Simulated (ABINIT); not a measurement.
# A GW chain in ABINIT: GaN (F-43m), part 2 of 3

Aim: the G0W0 gap of GaN (F-43m) on LDA, step by step.

ABINIT 10.8.3; LDA and many-body steps on it, plane waves. Known limits of the many-body steps: not at the basis limit; no spin-orbit coupling.

So far. Step 2 (Ground state): The gap is direct, at Γ.

## (3) Bands along the symmetry lines

Level of this step: DFT, LDA, plane waves, norm-conserving pseudopotentials (ABINIT).

Levels along a band path, at the cheap level, show where the edges lie and whether the meshes to come will hold them.

run.abi

```
acell 3*1.0 Angstrom
rprim 
  0.000000000000 2.253500607500 2.253500607500
  2.253500607500 0.000000000000 2.253500607500
  2.253500607500 2.253500607500 0.000000000000
ntypat 2
znucl 31 7
natom 2
typat 1 2
xred 
  0.000000000000 0.000000000000 0.000000000000
  0.750000000000 0.750000000000 0.750000000000
pp_dirpath "pseudos"
pseudos "Ga.upf, N.upf"
ecut 45
iscf -2
irdden 1
kptopt 0
nkpt 50
kpt 
  0.00000000 0.00000000 0.00000000
  -0.06250000 -0.06250000 0.00000000
  -0.12500000 -0.12500000 0.00000000
  -0.18750000 -0.18750000 0.00000000
  -0.25000000 -0.25000000 0.00000000
  -0.31250000 -0.31250000 0.00000000
  -0.37500000 -0.37500000 0.00000000
  -0.43750000 -0.43750000 0.00000000
  -0.50000000 -0.50000000 0.00000000
  -0.48437500 -0.48437500 0.03125000
  -0.46875000 -0.46875000 0.06250000
  -0.45312500 -0.45312500 0.09375000
  -0.43750000 -0.43750000 0.12500000
  -0.42187500 -0.42187500 0.15625000
  -0.40625000 -0.40625000 0.18750000
  -0.39062500 -0.39062500 0.21875000
  -0.37500000 -0.37500000 0.25000000
  -0.37500000 0.00000000 0.37500000
  -0.32812500 0.00000000 0.32812500
  -0.28125000 0.00000000 0.28125000
  -0.23437500 0.00000000 0.23437500
  -0.18750000 0.00000000 0.18750000
  -0.14062500 0.00000000 0.14062500
  -0.09375000 0.00000000 0.09375000
  -0.04687500 0.00000000 0.04687500
  0.00000000 0.00000000 0.00000000
  0.00000000 0.00000000 0.06250000
  0.00000000 0.00000000 0.12500000
  0.00000000 0.00000000 0.18750000
  0.00000000 0.00000000 0.25000000
  0.00000000 0.00000000 0.31250000
  0.00000000 0.00000000 0.37500000
  0.00000000 0.00000000 0.43750000
  0.00000000 0.00000000 0.50000000
  -0.06250000 -0.03125000 0.46875000
  -0.12500000 -0.06250000 0.43750000
  -0.18750000 -0.09375000 0.40625000
  -0.25000000 -0.12500000 0.37500000
  -0.31250000 -0.15625000 0.34375000
  -0.37500000 -0.18750000 0.31250000
  -0.43750000 -0.21875000 0.28125000
  -0.50000000 -0.25000000 0.25000000
  -0.50000000 -0.28125000 0.21875000
  -0.50000000 -0.31250000 0.18750000
  -0.50000000 -0.34375000 0.15625000
  -0.50000000 -0.37500000 0.12500000
  -0.50000000 -0.40625000 0.09375000
  -0.50000000 -0.43750000 0.06250000
  -0.50000000 -0.46875000 0.03125000
  -0.50000000 -0.50000000 0.00000000
istwfk *1
nband 23
nbdbuf 5
tolwfr 1e-07
nstep 50
prtwf 0
prtvol 0
indata_prefix "in"
outdata_prefix "out"
tmpdata_prefix "tmp"
```

On the command line:

```
$ OMP_NUM_THREADS=1 mpirun -n 8 abinit run.abi > log
```

Numbers of over 12 decimals in the logs are rounded to 6 here.

What it wrote:

```text
.Version 10.8.3 of ABINIT. v10.8.2 released Aug 2026.

 Symmetries : space group F-4 3 m (#216); Bravais cF (face-center cubic)
[... echo of the input left out ...]
== DATASET  1 ==================================================================
-   mpi_nproc: 8, omp_nthreads: 1 (-1 if OMP is not activated)

--- !DatasetInfo
iteration_state: {dtset: 1, }
dimensions: {natom: 2, nkpt: 50, mband: 23, nsppol: 1, nspinor: 1, nspden: 1, mpw: 2252, }
cutoff_energies: {ecut:  45.0, pawecutdg:  -1.0, }
electrons: {nelect:   2.60000000E+01, charge:   0.00000000E+00, occopt:   1.00000000E+00, tsmear:   1.00000000E-02, }

 Real(R)+Recip(G) space primitive vectors, cartesian coordinates (Bohr,Bohr^-1):
 R(1)=  0.0000000  4.2584990  4.2584990  G(1)= -0.1174123  0.1174123  0.1174123
 R(2)=  4.2584990  0.0000000  4.2584990  G(2)=  0.1174123 -0.1174123  0.1174123
 R(3)=  4.2584990  4.2584990  0.0000000  G(3)=  0.1174123  0.1174123 -0.1174123
 Unit cell volume ucvol=  1.5445417E+02 bohr^3
 Angles (23,13,12)=  6.00000000E+01  6.00000000E+01  6.00000000E+01 degrees

 getcut: wavevector=  0.0000  0.0000  0.0000  ngfft=  40  40  40
         ecut(hartree)=     45.000   => boxcut(ratio)=   2.19947

--- Pseudopotential description ------------------------------------------------
- Ga Generated using ONCVPSP code by D. R. Hamann
- 31.00000  21.00000  180309                  znucl, zion, pspdat
12 -1012 2 -1 1858                            pspcod,pspxc,lmax,lloc,mmax
     nproj     2     2     2
  pspatm : epsatm=   21.89818218
         --- l  ekb(1:nproj) -->
             0    4.942386   -1.222782
             1   -5.724586   -1.365263
             2  -10.663097   -3.851155
 pspatm: atomic psp has been read  and splines computed

- N Generated using ONCVPSP code by D. R. Hamann
-  7.00000   5.00000  180309                  znucl, zion, pspdat
12 -1012 1 -1 1058                            pspcod,pspxc,lmax,lloc,mmax
     nproj     2     2     0
  pspatm : epsatm=    5.30777321
         --- l  ekb(1:nproj) -->
[...]
pspatm: atomic psp has been read  and splines computed

--------------------------------------------------------------------------------

================================================================================
 prteigrs : about to open file out_EIG
 Non-SCF case, kpt    1 (  0.00000  0.00000  0.00000), residuals and eigenvalues=
  1.34E-08  2.75E-08  4.93E-08  7.72E-08  1.14E-08  1.71E-08  2.65E-08  4.48E-08
  8.42E-08  6.38E-08  2.44E-08  2.99E-08  6.76E-08  1.61E-08  1.38E-08  2.02E-08
  4.90E-08  3.61E-08  5.51E-08  2.10E-08  7.75E-07  2.78E-07  2.45E-05
 -4.9590E+00 -3.1641E+00 -3.1641E+00 -3.1641E+00 -3.4194E-01 -2.6273E-01
 -2.6273E-01 -2.6273E-01 -2.5143E-01 -2.5143E-01  2.3818E-01  2.3818E-01
  2.3818E-01  3.0259E-01  6.1142E-01  6.1142E-01  6.1142E-01  8.7394E-01
  9.2420E-01  9.2420E-01  9.2420E-01  9.6414E-01  9.6414E-01
[...]
9.5060E-01  9.6379E-01  9.6379E-01  9.7804E-01  1.0325E+00
[...]
Non-SCF case, kpt   49 ( -0.50000 -0.46875  0.03125), residuals and eigenvalues=
[...]
1.0357E+00  1.1496E+00  1.1560E+00  1.1799E+00  1.2711E+00
 Non-SCF case, kpt   50 ( -0.50000 -0.50000  0.00000), residuals and eigenvalues=
[...]
-2.5193E-01 -2.5193E-01 -2.4853E-01 -1.8051E-01  9.9533E-03  1.3805E-01
  1.3805E-01  3.5886E-01  4.7681E-01  6.6096E-01  7.4340E-01  7.4340E-01
  1.0333E+00  1.1507E+00  1.1765E+00  1.1765E+00  1.2524E+00

--- !ResultsGS
iteration_state: {dtset: 1, }
comment   : Summary of ground state results
lattice_vectors:
- [  0.0000000,   4.2584990,   4.2584990, ]
- [  4.2584990,   0.0000000,   4.2584990, ]
- [  4.2584990,   4.2584990,   0.0000000, ]
lattice_lengths: [   6.02243,    6.02243,    6.02243, ]
lattice_angles: [ 60.000,  60.000,  60.000, ] # degrees, (23, 13, 12)
lattice_volume:   1.5445417E+02
convergence: {deltae:  0.000E+00, res2:  0.000E+00, residm:  9.951E-08, diffor:  0.000E+00, }
etotal    :  -2.58349317E+02
entropy   :   0.00000000E+00
fermie    :   2.38182463E-01
cartesian_stress_tensor: null
pressure_GPa: null
xred      :
- [  0.0000E+00,   0.0000E+00,   0.0000E+00, Ga]
- [  7.5000E-01,   7.5000E-01,   7.5000E-01,  N]
cartesian_forces: null
force_length_stats: {min: null, max: null, mean: null, }

 Integrated electronic density in atomic spheres:
 ------------------------------------------------
 Atom  Sphere_radius  Integrated_density
[...]
================================================================================

 ----iterations are completed or convergence reached----

 Mean square residual over all n,k,spin=   39.830E-09; max=  99.505E-09
 reduced coordinates (array xred) for    2 atoms
       0.000000000000      0.000000000000      0.000000000000
       0.750000000000      0.750000000000      0.750000000000

 cartesian coordinates (angstrom) at end:
    1      0.000000     0.000000     0.000000
    2      3.380251     3.380251     3.380251
 length scales=  1.889726125908  1.889726125908  1.889726125908 bohr
              =  1.000000000000  1.000000000000  1.000000000000 angstroms
 prteigrs : about to open file out_EIG
 Eigenvalues (hartree) for nkpt=  50  k points:
 kpt#   1, nband= 23, wtk=  1.00000, kpt=  0.0000  0.0000  0.0000 (reduced coord)
[...]
kpt#   2, nband= 23, wtk=  1.00000, kpt= -0.0625 -0.0625  0.0000 (reduced coord)
[...]
kpt#   3, nband= 23, wtk=  1.00000, kpt= -0.1250 -0.1250  0.0000 (reduced coord)
[...]
kpt#  49, nband= 23, wtk=  1.00000, kpt= -0.5000 -0.4687  0.0313 (reduced coord)
[...]
0.73882    0.74448    1.03570    1.14958    1.15596    1.17990    1.27109
 kpt#  50, nband= 23, wtk=  1.00000, kpt= -0.5000 -0.5000  0.0000 (reduced coord)
  -4.95898   -3.16424   -3.16413   -3.16413   -0.30714   -0.25987   -0.25193   -0.25193
  -0.24853   -0.18051    0.00995    0.13805    0.13805    0.35886    0.47681    0.66096
   0.74340    0.74340    1.03330    1.15066    1.17649    1.17649    1.25241

== END DATASET(S) ==============================================================
================================================================================

 -outvars: echo values of variables after computation  --------
            nband          23
             nkpt          50
          spgroup         216
 [... the other variables as echoed above ...]

 Calculation completed.
```

Elapsed: 6.3 s, on 8 MPI ranks of Arm Neoverse V2, shared host; peak memory 0.51 GiB.

This step gave:

```yaml
gap: 1.753 eV
k_of_the_valence_top: 0, 0, 0
k_of_the_conduction_bottom: 0, 0, 0
least_direct_gap: 1.753 eV
```

The gap is 1.753 eV, as in the run before at this level.

Electronic bands along the path, in eV, zero at the top of the highest filled band:

| point | band 10 | band 11 | band 12 | band 13 | band 14 | band 15 | band 16 | band 17 |
| --- | --- | --- | --- | --- | --- | --- | --- | --- |
| Γ | -13.32 | 0.00 | 0.00 | 0.00 | 1.75 | 10.16 | 10.16 | 10.16 |
| halfway | -13.06 | -3.42 | -1.50 | -1.50 | 4.53 | 7.23 | 11.49 | 11.83 |
| X | -11.39 | -6.21 | -2.72 | -2.72 | 3.28 | 6.49 | 11.50 | 13.75 |
| halfway | -11.32 | -6.12 | -3.38 | -2.58 | 3.87 | 6.95 | 11.38 | 13.41 |
| U | -11.24 | -5.95 | -4.30 | -2.19 | 4.91 | 7.71 | 10.89 | 12.67 |
| jump to K | -11.24 | -5.95 | -4.30 | -2.19 | 4.91 | 7.71 | 10.89 | 12.67 |
| halfway | -12.90 | -4.20 | -2.15 | -0.54 | 5.16 | 8.35 | 9.47 | 11.00 |
| Γ | -13.32 | 0.00 | 0.00 | 0.00 | 1.75 | 10.16 | 10.16 | 10.16 |
| halfway | -13.22 | -3.86 | -0.53 | -0.53 | 4.02 | 8.63 | 10.62 | 10.62 |
| L | -11.89 | -7.11 | -0.98 | -0.98 | 4.55 | 8.60 | 10.24 | 10.24 |
| halfway | -11.55 | -6.49 | -3.04 | -1.79 | 6.52 | 6.92 | 9.93 | 11.56 |
| W | -11.11 | -5.78 | -3.73 | -3.68 | 6.14 | 8.22 | 10.18 | 10.93 |
| halfway | -11.25 | -6.03 | -3.24 | -3.21 | 4.51 | 7.31 | 11.27 | 12.12 |
| X | -11.39 | -6.21 | -2.72 | -2.72 | 3.28 | 6.49 | 11.50 | 13.75 |

The electronic bands as a text plot (rows in eV, shown from -8.0 to 7.8 only):

```
    7.4 |     ++        ++++++++                     + ++    +
    6.8 |       ++++++++    ++                        ++      +++
    6.1 |                     ++                     +  ++++
    5.5 |                  +    +                   +       +
    4.8 |     ++         ++                    +++++         +
    4.1 |    +  +++    ++        ++         +++               +
    3.5 |  ++      ++++            ++      +                   ++
    2.8 |                                ++
    2.2 | +                          +  +
    1.5 |+                            ++
    0.9 |
    0.2 |*                         ******
   -0.5 | ***                   ******  *******
   -1.1 |    *              **** **            *******
   -1.8 |  ** ****         *       **    **         * *
   -2.4 |    *    *********     *          *         * **
   -3.1 |             **      ** **                   *  *   ****
   -3.7 |     **        *   **              *          ******
   -4.4 |       **       ***    *
   -5.0 |         *           **             **
   -5.7 |          **    *****                          ******
   -6.4 |            ****                      *      **      ***
   -7.0 |                                       ******
   -7.7 |
         Γ           X  U|K            Γ         L        W     X
```

## (4) Empty states on the mesh, 6×6×6 mesh, 131 bands

The sums over transitions need many empty states on a uniform mesh; this step solves for them.

run.abi

```
acell 3*1.0 Angstrom
rprim 
  0.000000000000 2.253500607500 2.253500607500
  2.253500607500 0.000000000000 2.253500607500
  2.253500607500 2.253500607500 0.000000000000
ntypat 2
znucl 31 7
natom 2
typat 1 2
xred 
  0.000000000000 0.000000000000 0.000000000000
  0.750000000000 0.750000000000 0.750000000000
pp_dirpath "pseudos"
pseudos "Ga.upf, N.upf"
ecut 45
ngkpt 6 6 6
nshiftk 1
shiftk 0 0 0
kptopt 1
chksymbreak 0
irdden 1
istwfk *1
nband 131
prtvol 0
optdriver 6
gwr_task "HDIAGO"
paral_kgb 0
occopt 1
indata_prefix "in"
outdata_prefix "out"
tmpdata_prefix "tmp"
```

What it wrote:

```text
[banner, memory and clock lines left out]
.Version 10.8.3 of ABINIT. v10.8.2 released Aug 2026.

 Symmetries : space group F-4 3 m (#216); Bravais cF (face-center cubic)
[... echo of the input left out ...]
== DATASET  1 ==================================================================
-   mpi_nproc: 8, omp_nthreads: 1 (-1 if OMP is not activated)

--- !DatasetInfo
iteration_state: {dtset: 1, }
dimensions: {natom: 2, nkpt: 16, mband: 131, nsppol: 1, nspinor: 1, nspden: 1, mpw: 2252, }
cutoff_energies: {ecut:  45.0, pawecutdg:  -1.0, }
electrons: {nelect:   2.60000000E+01, charge:   0.00000000E+00, occopt:   1.00000000E+00, tsmear:   1.00000000E-02, }

.Using double precision arithmetic; gwpc =  8

- Reading GS density from: in_DEN

--- Pseudopotential description ------------------------------------------------
- Ga Generated using ONCVPSP code by D. R. Hamann
- 31.00000  21.00000  180309                  znucl, zion, pspdat
12 -1012 2 -1 1858                            pspcod,pspxc,lmax,lloc,mmax
     nproj     2     2     2
  pspatm : epsatm=   21.89818218
         --- l  ekb(1:nproj) -->
             0    4.942386   -1.222782
             1   -5.724586   -1.365263
             2  -10.663097   -3.851155
 pspatm: atomic psp has been read  and splines computed

- N Generated using ONCVPSP code by D. R. Hamann
-  7.00000   5.00000  180309                  znucl, zion, pspdat
12 -1012 1 -1 1058                            pspcod,pspxc,lmax,lloc,mmax
     nproj     2     2     0
  pspatm : epsatm=    5.30777321
         --- l  ekb(1:nproj) -->
             0    7.408032    0.617798
             1   -4.361519   -1.032581
 pspatm: atomic psp has been read  and splines computed

   7.07354840E+02                                ecore*ucvol(ha*bohr**3)

 Total charge density [el/Bohr^3]
)     Maximum=    6.4775E+00  at reduced coord.    0.9500    0.9750    0.9750
)     Minimum=    5.5907E-03  at reduced coord.    0.5000    0.5000    0.5000
   Integrated=    2.6000E+01

 === KS gaps after direct diagonalization ===
 Direct band gap semiconductor
 Fundamental gap:     1.753 (eV)
   VBM:     6.481 (eV) at k: [ 0.0000E+00,  0.0000E+00,  0.0000E+00]
   CBM:     8.234 (eV) at k: [ 0.0000E+00,  0.0000E+00,  0.0000E+00]
 Direct gap:         1.753 (eV) at k: [ 0.0000E+00,  0.0000E+00,  0.0000E+00]

== END DATASET(S) ==============================================================

 -outvars: echo values of variables after computation  --------
           etotal      0.0000000000E+00
            nband         131
             nkpt          16
          spgroup         216
 [... the other variables as echoed above ...]

 Calculation completed.
```

It took 22 s on 8 MPI ranks; peak memory 2.6 GiB.

This step gave:

- gap: 1.753 eV
- k of the valence top: 0, 0, 0
- k of the conduction bottom: 0, 0, 0
- least direct gap: 1.753 eV
- k points computed: 16
- lowest point of the top converged band, above the valence top: 151.9548 eV

On this mesh the gap is 1.753 eV.

## (5) Screening, 6×6×6 mesh, 123 bands, screening to 244.9 eV

The RPA dielectric matrix is built and inverted for each q.

This step: RPA screening on LDA, plane waves, norm-conserving pseudopotentials.

run.abi, as its differences from that of step 4:

```diff
@@ -20,10 +20,11 @@
 chksymbreak 0
-irdden 1
 istwfk *1
-nband 131
-prtvol 0
-optdriver 6
-gwr_task "HDIAGO"
-paral_kgb 0
 occopt 1
+irdwfk 1
+optdriver 3
+nband 123
+ecuteps 9
+inclvkb 2
+awtr 1
+symchi 1
 indata_prefix "in"
```

What it wrote:

```text
.Version 10.8.3 of ABINIT. v10.8.2 released Aug 2026.

 Symmetries : space group F-4 3 m (#216); Bravais cF (face-center cubic)
[... echo of the input left out ...]
== DATASET  1 ==================================================================
-   mpi_nproc: 8, omp_nthreads: 1 (-1 if OMP is not activated)

--- !DatasetInfo
iteration_state: {dtset: 1, }
dimensions: {natom: 2, nkpt: 16, mband: 123, nsppol: 1, nspinor: 1, nspden: 1, mpw: 2252, }
cutoff_energies: {ecut:  45.0, pawecutdg:  -1.0, }
electrons: {nelect:   2.60000000E+01, charge:   0.00000000E+00, occopt:   1.00000000E+00, tsmear:   1.00000000E-02, }

 SCREENING: Calculation of the susceptibility and dielectric matrices

 Based on a program developped by R.W. Godby, V. Olevano, G. Onida, and L. Reining.
 Incorporated in ABINIT by V. Olevano, G.-M. Rignanese, and M. Torrent.
.Using double precision arithmetic ; gwpc =  8

[... cell and pseudopotentials left out ...]
--------------------------------------------------------------------------------

 ==== K-mesh for the wavefunctions ====
 Number of points in the irreducible wedge :    16
[... list of points left out ...]
 Together with 24 symmetry operations and time-reversal symmetry
 yields   216 points in the full Brillouin Zone.

 ==== Q-mesh for the screening function ====
 Number of points in the irreducible wedge :    16
[... list of points left out ...]
 Together with 24 symmetry operations and time-reversal symmetry
 yields   216 points in the full Brillouin Zone.

 setmesh: FFT mesh size selected  =    27x   27x   27
          total number of points  =        19683

 vcoul_init : cutoff-mode = AUXILIARY_FUNCTION
 q-points for optical limit:   1
     1)      0.000010    0.000020    0.000030

- screening: taking advantage of time-reversal symmetry
- Maximum band index for partially occupied states nbvw = 13
- Remaining bands to be divided among processors   nbcw = 110
- Number of bands treated by each node ~13

 Number of electrons calculated from density =   26.0000; Expected =   26.0000
 average of density, n =  0.168335
 r_s =    1.1235
 omega_plasma =   39.5770 [eV]

 calculating chi0 at frequencies [eV] :
  1    0.000000E+00    0.000000E+00
  2    0.000000E+00    3.957696E+01

--------------------------------------------------------------------------------
  q-point number  1        q = ( 0.000000, 0.000000, 0.000000) [r.l.u.]
--------------------------------------------------------------------------------
[... chi0 elements left out ...]
 For q-point:  0.000010 0.000020 0.000030
  dielectric constant =   6.5050
  dielectric constant without local fields =   6.9796

  Average fulfillment of the sum rule on Im[epsilon] for q-point    1 :     57.14  [%]
[... wings left out ...]
  q-point number  2        q = ( 0.166667, 0.000000, 0.000000) [r.l.u.]
--------------------------------------------------------------------------------
[... chi0 elements left out ...]
  Average fulfillment of the sum rule on Im[epsilon] for q-point    2 :     69.05  [%]

 [... 14 further q-points ...]
```

Elapsed: 80 s, on 8 MPI ranks; peak memory 1.9 GiB; 11 min of CPU time.

This step gave:

```yaml
eps_infinity_with_local_fields_on_this_mesh_along_the_program_s_q_direction: 6.505
the_same_without_local_fields: 6.980
plasma_frequency: 39.58 eV
plane_waves_in_the_screening_matrix: 181
```

Local fields lower ε∞ by 7 %.

(Part 2 of 3 ends here.)

[Paths, hosts, dates, memory and timing lines, banners, echoed tables and standing remarks are left out of the program output.]

[Logs are printed without paths, hosts, clocks, repeated set-up lines and the standing remarks that a program may print on its own settings, such as how far it seeks lower states.]

[Runs of the session that timed out or met a known fault of the program may be left out.]

[No measured gap is set beside runs whose start may be inverted or whose files or cutoffs have a known fault.]

[Hosts, paths, dates, database ids (printed as entryN), source tags and the programs' standing remarks are cut or masked in the printed files.]

[G0W0 gaps are taken among the corrected bands and points alone; a level outside them can change the order at an edge.]

[Where Ansatz stands beside ABINIT at settings called matched, ABINIT's density can come from a denser mesh and the files from another edition; pairs whose starting gaps differed by over 0.03 eV were left out, so agreement reads better than it is.]
